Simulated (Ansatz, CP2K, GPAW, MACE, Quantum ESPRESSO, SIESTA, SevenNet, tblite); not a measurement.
# Which run comes nearest? Amorphous SnO2 (72 atoms)

Density of this cell: 6.28 g/cm³. The cell holds 72 atoms: 24 Sn and 48 O. Cell: a = 9.851 Å, b = 9.851 Å, c = 9.851 Å, α = 90.0°, β = 90.0°, γ = 90.0°. 72 atoms (24 Sn, 48 O) placed at random at 6.03 g/cm³, melted at 5000 K for 10 ps at fixed volume with the Morse and Coulomb pair potential with partial charges (Pedone, Malavasi, Menziani, Cormack and Segre, J. Phys. Chem. B 110, 11780 (2006)). Quenched from 5000 K to 300 K at 50 K/ps and fixed volume, held 10 ps at zero pressure, then minimised at fixed cell. Then every atom was moved at random, 0.02 Å r.m.s. a Cartesian component.

Geometry: as built.

The reference, a calculation:

* method: Kohn-Sham DFT, PBE, PAW, plane waves (Ansatz 0.2.0); cutoff 420 eV, Γ point, fermi-dirac smearing of 0.05 eV; PAW set soft_2
* r.m.s. force component: 0.6738 eV/Å
* longest force: 2.569 eV/Å
* pressure: 8.049 GPa
* spacing of highest filled and lowest empty level: 0.335 eV
* SCF cycles: 11
* time: 14 s on 4 threads of Arm Neoverse V2, shared host
* CPU time: 49 s

Runs, in no order:
A. SevenNet 0 potential: machine-learned interatomic potential SevenNet 0, trained on PBE(+U) plane-wave data
B. SIESTA PBE, DZP, shift 0.01 Ry, mesh 500 Ry: Kohn-Sham DFT, PBE, PseudoDojo 0.4.1 norm-conserving pseudopotentials (converted to PSML), numerical atomic orbitals (DZP), diagonalisation
C. QE PBE, sssp-1.3.0-efficiency, 60/480 Ry: Kohn-Sham DFT, PBE, SSSP efficiency 1.3.0 pseudopotentials, plane waves
D. CP2K PBE, SZV-MOLOPT-SR, 600/50 Ry, diagonalisation: Kohn-Sham DFT, PBE, GTH-PBE pseudopotentials, Gaussian and plane waves, SZV-MOLOPT-SR-GTH, diagonalisation

**Question.** Rank the runs by how far their forces lie from the reference's, least first.

C, A, B, D.

```tsv
run	Δ force, r.m.s. (meV/Å)	share of r.m.s. force (%)	CPU time
C. QE PBE, sssp-1.3.0-efficiency, 60/480 Ry	22.5	3.34	9.4 min
A. SevenNet 0 potential	106	15.8	6.3 s
B. SIESTA PBE, DZP, shift 0.01 Ry, mesh 500 Ry	201	29.8	6.5 min
D. CP2K PBE, SZV-MOLOPT-SR, 600/50 Ry, diagonalisation	342	50.7	4.5 min
```

Machine-learned potentials mimic data converged in k, so the reference's own k-point error enters their differences. The network of bonds at the start is that of the classical potential that made the cell, and needn't be the one that DFT or experiment would give. The electronic-structure runs sample only Γ, in a cell whose shortest periodic width is 10 Å.

[Logs are printed without paths, hosts, clocks, repeated set-up lines and the standing remarks that a program may print on its own settings, such as how far it seeks lower states.]

[Hosts, paths, dates, database ids (printed as entryN), source tags and the programs' standing remarks are cut or masked in the printed files.]
